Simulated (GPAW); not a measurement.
## Screening of a field by Si/Hf(0001)

How does Si/Hf(0001) screen a perpendicular field?

Program: GPAW 26.7.0. Level of theory: GPAW, PAW setups; slab in vacuum, relaxation, in the first sound run; inputs show where later runs differ. Results are calculated unless marked as measured.

## 1. The structure

The cell holds 5 atoms: 4 Hf and 1 Si. Cell: a = 3.200 Å, b = 3.200 Å, c = 24.135 Å, α = 90.0°, β = 90.0°, γ = 60.0°. Vacuum lies along c.

Coordinates:

```cif
data_structure
_symmetry_space_group_name_H-M 'P 1'
_symmetry_Int_Tables_number 1
_cell_length_a 3.2000
_cell_length_b 3.2000
_cell_length_c 24.1349
_cell_angle_alpha 90.000
_cell_angle_beta 90.000
_cell_angle_gamma 60.000
_cell_volume 214.03
loop_
_atom_site_label
_atom_site_type_symbol
_atom_site_fract_x
_atom_site_fract_y
_atom_site_fract_z
_atom_site_occupancy
Hf1 Hf 0.66667 0.66667 0.29004 1
Hf2 Hf 0.00000 0.00000 0.39491 1
Hf3 Hf 0.66667 0.66667 0.49979 1
Hf4 Hf 0.00000 0.00000 0.60467 1
Si5 Si 0.50000 0.00000 0.70996 1
```

## 2. Relaxing the atoms

The atoms are relaxed first, since the surface dipole, and with it the work function, follows the positions of the outer layers. The lowest 2 atoms are held at bulk positions and keep their forces.

Contents of run.py:

```python
import json
import numpy as np
from ase import Atoms
from ase.constraints import FixAtoms
from ase.optimize import BFGS
from gpaw import GPAW, PW

slab = Atoms(
    ['Hf', 'Hf', 'Hf', 'Hf', 'Si'],
    positions=[
        [3.20000, 1.84752, 7.00000],
        [0.00000, 0.00000, 9.53120],
        [3.20000, 1.84752, 12.06240],
        [0.00000, 0.00000, 14.59360],
        [1.60000, 0.00000, 17.13486]],
    cell=[[3.2, 0.0, 0.0], [1.6, 2.77128, 0.0], [0.0, 0.0, 24.13486]],
    pbc=[True, True, False])

slab.calc = GPAW(mode=PW(400), xc='PBE', kpts={'size': (11, 11, 1), 'gamma': True},
                 occupations={'name': 'fermi-dirac', 'width': 0.1}, nbands='200%',
                 convergence={'density': 1e-05}, maxiter=200,
                 poissonsolver={'dipolelayer': 'xy'},
                 symmetry={'tolerance': 1e-3, 'extra_ids': [1, 1, 0, 0, 0]}, txt='slab.txt')
result = {}
slab.set_constraint(FixAtoms([0, 1]))
path = []
opt = BFGS(slab, maxstep=0.2)
opt.attach(lambda: path.append((slab.get_potential_energy(), slab.positions.tolist(), slab.get_forces().tolist())))
result['relaxed'] = bool(opt.run(fmax=0.03, steps=40))
result['path'] = path
energy = slab.get_potential_energy()
fermi = slab.calc.get_fermi_level()
v = slab.calc.get_electrostatic_potential().mean((0, 1)) - fermi
n = slab.calc.get_pseudo_density().mean((0, 1))
L = slab.cell[2, 2]
z = np.arange(len(v)) * L / len(v)
low, high = slab.positions[:, 2].min(), slab.positions[:, 2].max()
below, above = np.interp([low - 4.8, high + 4.8], z, v)
slopes = [np.interp(x, z, np.gradient(v, z)) for x in (low - 4.8, high + 4.8)]
eps = np.array([[slab.calc.get_eigenvalues(k, s) for k in range(len(slab.calc.get_ibz_k_points()))]
                for s in range(slab.calc.get_number_of_spins())]) - fermi
top, bottom = eps[eps < 0].max(), eps[eps > 0].min()
dipole = slab.get_dipole_moment()[2]
print(f'energy {energy:.4f} eV, Fermi level {fermi:.4f} eV, dipole {dipole:.5f} e A')
print(f'potential 4.8 A off the faces, from the Fermi level: lower {below:.4f} eV, upper {above:.4f} eV')
print(f'slope of the potential there: lower {slopes[0]:.5f}, upper {slopes[1]:.5f} eV/A')
print(f'nearest levels on the mesh: {top:.4f} and {bottom:.4f} eV')
print('magnetic moment', round(slab.get_magnetic_moment(), 3))
result.update(energy=energy, fermi=fermi, dipole=dipole, below=below, above=above, slopes=slopes, edges=[top, bottom],
              z=z.tolist(), v=v.tolist(), n=n.tolist(), positions=slab.positions.tolist(),
              forces=slab.get_forces(apply_constraint=False).tolist(), moments=slab.get_magnetic_moments().tolist())
json.dump(result, open('result.json', 'w'))
```

Launch:

```
> OMP_NUM_THREADS=1 OPENBLAS_NUM_THREADS=1 python run.py
```

Output:

```text
Step          Energy          fmax
BFGS:    0      -33.455724        0.887636
BFGS:    1      -33.475990        0.844146
BFGS:    2      -33.579725        0.695569
BFGS:    3      -33.601110        0.220418
BFGS:    4      -33.604338        0.175954
BFGS:    5      -33.605841        0.192682
BFGS:    6      -33.607918        0.161369
BFGS:    7      -33.609101        0.082661
BFGS:    8      -33.609441        0.063447
BFGS:    9      -33.609663        0.064204
BFGS:   10      -33.610095        0.084834
BFGS:   11      -33.611088        0.113034
BFGS:   12      -33.612929        0.134207
BFGS:   13      -33.615294        0.130607
BFGS:   14      -33.617374        0.088289
BFGS:   15      -33.618121        0.071075
[...]
BFGS:   30      -33.645063        0.060563
BFGS:   31      -33.645183        0.061057
BFGS:   32      -33.645826        0.064758
BFGS:   33      -33.647095        0.073172
BFGS:   34      -33.650778        0.098364
BFGS:   35      -33.655114        0.102357
BFGS:   36      -33.659587        0.051418
BFGS:   37      -33.660477        0.011493
energy -33.5564 eV, Fermi level 2.4039 eV, dipole -0.03791 e A
potential 4.8 A off the faces, from the Fermi level: lower 4.3689 eV, upper 5.1349 eV
slope of the potential there: lower -0.00331, upper 0.00027 eV/A
nearest levels on the mesh: -0.0025 and 0.0022 eV
magnetic moment 0.0
```

Elapsed: 2.3 h, on 1 thread of Arm Neoverse V1, shared host; peak memory 0.32 GiB.

Relaxation path (22 of 38):

```csv
step,energy less that of the first step (eV),largest force (eV/Å)
1,0.0000,0.8876
3,-0.1221,0.6956
5,-0.1482,0.1760
6,-0.1498,0.1927
8,-0.1539,0.0827
10,-0.1547,0.0642
12,-0.1563,0.1130
13,-0.1580,0.1342
15,-0.1615,0.0883
17,-0.1621,0.0755
19,-0.1635,0.1358
20,-0.1652,0.1839
22,-0.1667,0.1574
24,-0.1697,0.1252
26,-0.1728,0.1555
27,-0.1751,0.1609
29,-0.1787,0.0781
31,-0.1794,0.0606
33,-0.1799,0.0648
34,-0.1810,0.0732
36,-0.1887,0.1024
38,-0.1939,0.0115
```

The atoms that moved most (Å):

```csv
atom,dx,dy,dz,length
Si5,0.000,0.931,-0.293,0.976
Hf3,0.000,-0.003,0.093,0.093
Hf4,0.000,0.001,0.042,0.042
```

The relaxed structure:

```
Hf Si
1.0
     3.20000    0.00000    0.00000
     1.60000    2.77128    0.00000
     0.00000    0.00000   24.13486
Hf Si
4 1
Cartesian
  3.2000 1.8475 7.0000
  0.0000 0.0000 9.5312
  3.2000 1.8446 12.1554
  0.0000 0.0010 14.6355
  1.6000 0.9315 16.8420
```

Numbers from this step:

- dipole along the normal: -0.03791 e·Å
- levels nearest the Fermi level on the mesh: -0.002534, 0.002163 eV from the Fermi level
- upper work function: 5.135 eV
- lower work function: 4.369 eV

The electrostatic potential energy of an electron (without an applied field's), less the Fermi level, planar mean oscillates, so the rows of the table below give means over windows of 2.48 Å about each position, cut where the curve ends. Its maxima inside the range that stand out by 2 % of the span (Å: eV): 8.3: -0.410, 10.9: -0.128, 13.4: -0.798, 15.8: -1.20. Its minima: 7.0: -22.9, 9.5: -22.5, 12.2: -22.6, 14.7: -22.6, 16.8: -13.9.

Electrostatic potential energy of an electron (without an applied field's), less the Fermi level, planar mean against z; means over each step:

```csv
z (Å),"electrostatic potential energy of an electron (without an applied field's), less the Fermi level, planar mean (eV)"
1.24,4.40
3.72,4.24
6.20,-7.76
8.68,-9.67
11.16,-8.99
13.64,-10.0
16.12,-7.89
18.60,3.42
21.08,5.13
23.56,5.11
```

The pseudo valence density, planar mean by z:

z (Å), pseudo valence density, planar mean (e/Å³) and a bar from the least value:
```
     0.00       0.00 
     0.65       0.00 
     1.29       0.00 
     1.94       0.00 
     2.59       0.00 
     3.23       0.00 
     3.88       0.00 
     4.53       0.01 
     5.17       0.03 #
     5.82       0.09 ###
     6.46       0.49 #############
     7.11       1.12 ##############################
     7.76       0.31 ########
     8.40       0.20 #####
     9.05       0.57 ###############
     9.70       1.06 ############################
    10.34       0.27 #######
    10.99       0.18 #####
    11.64       0.51 ##############
    12.28       1.11 ##############################
    12.93       0.31 ########
    13.58       0.21 ######
    14.22       0.67 ##################
    14.87       0.96 ##########################
    15.52       0.26 #######
    16.16       0.24 ######
    16.81       0.19 #####
    17.45       0.19 #####
    18.10       0.06 ##
    18.75       0.01 
    19.39       0.00 
    20.04       0.00 
    20.69       0.00 
    21.33       0.00 
    21.98       0.00 
    22.63       0.00 
    23.27       0.00 
    23.92       0.00
```

The relaxation lowered the energy of the cell by 0.194 eV (energies extrapolated to zero smearing; the optimiser's log prints free energies). The largest force left on a free atom is 0.011 eV/Å.

## 3. The slab's potential

The work function is the vacuum plateau of the electrostatic potential less the Fermi level; a dipole layer lets the two faces have plateaus of their own.

This step: GPAW, PAW setups; slab in vacuum (GPAW 26.7.0).

Changes to run.py since step 2:

```diff
@@ -3,4 +3,2 @@
 from ase import Atoms
-from ase.constraints import FixAtoms
-from ase.optimize import BFGS
 from gpaw import GPAW, PW
@@ -12,5 +10,5 @@
         [0.00000, 0.00000, 9.53120],
-        [3.20000, 1.84752, 12.06240],
-        [0.00000, 0.00000, 14.59360],
-        [1.60000, 0.00000, 17.13486]],
+        [3.20000, 1.84456, 12.15543],
+        [-0.00000, 0.00101, 14.63548],
+        [1.60000, 0.93145, 16.84202]],
     cell=[[3.2, 0.0, 0.0], [1.6, 2.77128, 0.0], [0.0, 0.0, 24.13486]],
@@ -22,10 +20,4 @@
                  poissonsolver={'dipolelayer': 'xy'},
-                 symmetry={'tolerance': 1e-3, 'extra_ids': [1, 1, 0, 0, 0]}, txt='slab.txt')
+                 symmetry={'tolerance': 1e-3}, txt='slab.txt')
 result = {}
-slab.set_constraint(FixAtoms([0, 1]))
-path = []
-opt = BFGS(slab, maxstep=0.2)
-opt.attach(lambda: path.append((slab.get_potential_energy(), slab.positions.tolist(), slab.get_forces().tolist())))
-result['relaxed'] = bool(opt.run(fmax=0.03, steps=40))
-result['path'] = path
 energy = slab.get_potential_energy()
```

Output:

```text
energy -33.5564 eV, Fermi level 2.4039 eV, dipole -0.03791 e A
potential 4.8 A off the faces, from the Fermi level: lower 4.3689 eV, upper 5.1349 eV
slope of the potential there: lower -0.00331, upper 0.00027 eV/A
nearest levels on the mesh: -0.0025 and 0.0022 eV
magnetic moment 0.0
```

Elapsed: 4.2 min, on 1 thread; peak memory 0.32 GiB.

Numbers from this step:

```yaml
levels_nearest_the_fermi_level_on_the_mesh: -0.002533, 0.002157 eV from the Fermi level
```

The electrostatic potential energy of an electron (without an applied field's), less the Fermi level, planar mean oscillates, so the rows of the table below give means over windows of 2.48 Å about each position, cut where the curve ends. Its maxima inside the range that stand out by 2 % of the span (Å: eV): 8.3: -0.410, 10.9: -0.128, 13.4: -0.798, 15.8: -1.20. Its minima: 7.0: -22.9, 9.5: -22.5, 12.2: -22.6, 14.7: -22.6, 16.8: -13.9.

The electrostatic potential energy of an electron (without an applied field's), less the Fermi level, planar mean by z; means over each step:

```csv
z (Å),"electrostatic potential energy of an electron (without an applied field's), less the Fermi level, planar mean (eV)"
1.24,4.40
3.72,4.24
6.20,-7.76
8.68,-9.67
11.16,-8.99
13.64,-10.0
16.12,-7.89
18.60,3.42
21.08,5.13
23.56,5.11
```

The pseudo valence density, planar mean by z:

```csv
z (Å),"pseudo valence density, planar mean (e/Å³)"
0.00,0
0.65,0
1.29,5.6e-6
1.94,2.3e-5
2.59,1.0e-4
3.23,4.3e-4
3.88,0.00183
4.53,0.00745
5.17,0.0276
5.82,0.0946
6.46,0.487
7.11,1.12
7.76,0.313
8.40,0.199
9.05,0.570
9.70,1.06
10.34,0.271
10.99,0.180
11.64,0.514
12.28,1.11
12.93,0.307
13.58,0.213
14.22,0.671
14.87,0.961
15.52,0.263
16.16,0.237
16.81,0.190
17.45,0.191
18.10,0.0617
18.75,0.0119
19.39,0.00207
20.04,3.6e-4
20.69,6.3e-5
21.33,1.0e-5
21.98,2.3e-6
22.63,0
23.27,0
23.92,0
```

Force by atom:

```csv
atom,x (eV/Å),y (eV/Å),z (eV/Å),size
Hf1,0.000,0.000,0.644,0.644
Hf2,0.000,-0.001,-0.656,0.656
Hf3,0.000,0.006,0.006,0.009
Hf4,0.000,-0.001,0.012,0.012
Si5,0.000,-0.004,-0.005,0.006
```

The potential is flat to 0.003 eV/Å where it is read, so the vacuum is wide enough.

## 4. Field on

A uniform field along the normal polarises the slab; the atoms stay fixed, so this is the electronic response alone.

Changes to run.py since step 3:

```diff
@@ -4,2 +4,3 @@
 from gpaw import GPAW, PW
+from gpaw.external import ConstantElectricField
 
@@ -20,2 +21,3 @@
                  poissonsolver={'dipolelayer': 'xy'},
+                 external=ConstantElectricField(-0.2, [0, 0, 1]),
                  symmetry={'tolerance': 1e-3}, txt='slab.txt')
```

Output:

```text
energy -33.5771 eV, Fermi level 2.4531 eV, dipole -0.17188 e A
potential 4.8 A off the faces, from the Fermi level: lower 2.8857 eV, upper 6.3935 eV
slope of the potential there: lower -0.00227, upper 0.00041 eV/A
nearest levels on the mesh: -0.0013 and 0.0082 eV
magnetic moment 0.0
```

The job ended after 7.1 min (1 thread; peak memory 0.46 GiB).

This step gave:

* dipole along the normal: -0.1719 e·Å
* levels nearest the Fermi level on the mesh: -0.001315, 0.008193 eV from the Fermi level
* potential below the slab, the applied field's own ramp left out: 2.886 eV from the Fermi level
* potential above the slab, the applied field's own ramp left out: 6.393 eV from the Fermi level

The electrostatic potential energy of an electron (without an applied field's), less the Fermi level, planar mean oscillates, so the rows of the table below give means over windows of 2.53 Å about each position, cut where the curve ends. Its maxima inside the range that stand out by 2 % of the span (Å: eV): 8.3: -1.17, 10.9: -0.364, 13.4: -0.540, 15.8: -0.444, 23.7: 6.39. Its minima: 7.0: -23.9, 9.5: -23.0, 12.2: -22.5, 14.7: -22.1, 16.8: -13.0.

The electrostatic potential energy of an electron (without an applied field's), less the Fermi level, planar mean by z; means over each step:

```csv
z (Å),"electrostatic potential energy of an electron (without an applied field's), less the Fermi level, planar mean (eV)"
1.26,3.02
3.79,2.74
6.33,-9.57
8.86,-10.4
11.39,-9.50
13.92,-9.69
16.45,-5.34
18.98,5.66
21.51,6.39
```

Force by atom:

```csv
atom,x (eV/Å),y (eV/Å),z (eV/Å),size
Hf1,0.000,0.000,0.643,0.643
Hf2,0.000,-0.001,-0.657,0.657
Hf3,0.000,0.006,0.007,0.009
Hf4,0.000,-0.001,0.006,0.006
Si5,0.000,-0.004,0.002,0.004
```

The dipole is now -0.172 e Å, against -0.038 in the run without a field.

## 5. Field on

Changes to run.py since step 4:

```diff
@@ -21,3 +21,3 @@
                  poissonsolver={'dipolelayer': 'xy'},
-                 external=ConstantElectricField(-0.2, [0, 0, 1]),
+                 external=ConstantElectricField(-0.1, [0, 0, 1]),
                  symmetry={'tolerance': 1e-3}, txt='slab.txt')
```

Output:

```text
energy -33.5634 eV, Fermi level 2.4290 eV, dipole -0.10472 e A
potential 4.8 A off the faces, from the Fermi level: lower 3.6256 eV, upper 5.7633 eV
slope of the potential there: lower -0.00273, upper 0.00033 eV/A
nearest levels on the mesh: -0.0046 and 0.0001 eV
magnetic moment 0.0
```

Elapsed: 7 min, on 1 thread; peak memory 0.46 GiB.

Numbers from this step:

| Property | Result |
| --- | --- |
| dipole along the normal | -0.1047 e·Å |
| levels nearest the Fermi level on the mesh | -0.004631, 8.27e-5 eV from the Fermi level |
| potential below the slab, the applied field's own ramp left out | 3.626 eV from the Fermi level |
| potential above the slab, the applied field's own ramp left out | 5.763 eV from the Fermi level |

The electrostatic potential energy of an electron (without an applied field's), less the Fermi level, planar mean oscillates, so the rows of the table below give means over windows of 2.48 Å about each position, cut where the curve ends. Its maxima inside the range that stand out by 2 % of the span (Å: eV): 8.3: -0.788, 10.9: -0.246, 13.4: -0.669, 15.8: -0.824, 23.7: 5.76. Its minima: 7.0: -23.4, 9.5: -22.8, 12.2: -22.6, 14.7: -22.4, 16.8: -13.5.

Electrostatic potential energy of an electron (without an applied field's), less the Fermi level, planar mean against z; means over each step:

```csv
z (Å),"electrostatic potential energy of an electron (without an applied field's), less the Fermi level, planar mean (eV)"
1.24,3.71
3.72,3.50
6.20,-8.35
8.68,-10.0
11.16,-9.08
13.64,-9.85
16.12,-7.48
18.60,4.02
21.08,5.76
23.56,5.70
```

Force by atom:

```csv
atom,x (eV/Å),y (eV/Å),z (eV/Å),size
Hf1,0.000,0.000,0.643,0.643
Hf2,0.000,-0.001,-0.657,0.657
Hf3,0.000,0.006,0.006,0.009
Hf4,0.000,-0.001,0.009,0.009
Si5,0.000,-0.004,-0.002,0.004
```

The dipole is now -0.105 e Å, against -0.038 in the run without a field.

## 6. Field on

Changes to run.py since step 5:

```diff
@@ -21,3 +21,3 @@
                  poissonsolver={'dipolelayer': 'xy'},
-                 external=ConstantElectricField(-0.1, [0, 0, 1]),
+                 external=ConstantElectricField(-0.05, [0, 0, 1]),
                  symmetry={'tolerance': 1e-3}, txt='slab.txt')
```

Output:

```text
energy -33.5591 eV, Fermi level 2.4165 eV, dipole -0.07111 e A
potential 4.8 A off the faces, from the Fermi level: lower 3.9968 eV, upper 5.4489 eV
slope of the potential there: lower -0.00301, upper 0.00030 eV/A
nearest levels on the mesh: -0.0036 and 0.0011 eV
magnetic moment 0.0
```

Run time: 6.3 min. Hardware: 1 thread; peak memory 0.46 GiB.

The electrostatic potential energy of an electron (without an applied field's), less the Fermi level, planar mean oscillates, so the rows of the table below give means over windows of 2.48 Å about each position, cut where the curve ends. Its maxima inside the range that stand out by 2 % of the span (Å: eV): 8.3: -0.599, 10.9: -0.187, 13.4: -0.733, 15.8: -1.01. Its minima: 7.0: -23.1, 9.5: -22.6, 12.2: -22.6, 14.7: -22.5, 16.8: -13.7.

Electrostatic potential energy of an electron (without an applied field's), less the Fermi level, planar mean against z; means over each step:

```csv
z (Å),"electrostatic potential energy of an electron (without an applied field's), less the Fermi level, planar mean (eV)"
1.24,4.05
3.72,3.87
6.20,-8.05
8.68,-9.84
11.16,-9.03
13.64,-9.93
16.12,-7.68
18.60,3.72
21.08,5.45
23.56,5.41
```

## 7. In a field

Changes to run.py since step 6:

```diff
@@ -21,3 +21,3 @@
                  poissonsolver={'dipolelayer': 'xy'},
-                 external=ConstantElectricField(-0.05, [0, 0, 1]),
+                 external=ConstantElectricField(0.05, [0, 0, 1]),
                  symmetry={'tolerance': 1e-3}, txt='slab.txt')
```

Output:

```text
energy -33.5555 eV, Fermi level 2.3909 eV, dipole -0.00382 e A
potential 4.8 A off the faces, from the Fermi level: lower 4.7419 eV, upper 4.8213 eV
slope of the potential there: lower -0.00365, upper 0.00024 eV/A
nearest levels on the mesh: -0.0015 and 0.0032 eV
magnetic moment 0.0
```

Run time: 5.8 min. Hardware: 1 thread; peak memory 0.46 GiB.

The electrostatic potential energy of an electron (without an applied field's), less the Fermi level, planar mean oscillates, so the rows of the table below give means over windows of 2.48 Å about each position, cut where the curve ends. Its maxima inside the range that stand out by 2 % of the span (Å: eV): 8.3: -0.222, 10.9: -0.0693, 13.4: -0.863, 15.8: -1.39. Its minima: 7.0: -22.6, 9.5: -22.4, 12.2: -22.6, 14.7: -22.7, 16.8: -14.2.

Electrostatic potential energy of an electron (without an applied field's), less the Fermi level, planar mean against z; means over each step:

```csv
z (Å),"electrostatic potential energy of an electron (without an applied field's), less the Fermi level, planar mean (eV)"
1.24,4.75
3.72,4.61
6.20,-7.46
8.68,-9.50
11.16,-8.94
13.64,-10.1
16.12,-8.09
18.60,3.12
21.08,4.82
23.56,4.82
```

(Continued in part 2 of 2.)

[Logs are printed without paths, hosts, clocks, repeated set-up lines and the standing remarks that a program may print on its own settings, such as how far it seeks lower states.]

[Hosts, paths, dates, database ids (printed as entryN), source tags and the programs' standing remarks are cut or masked in the printed files.]
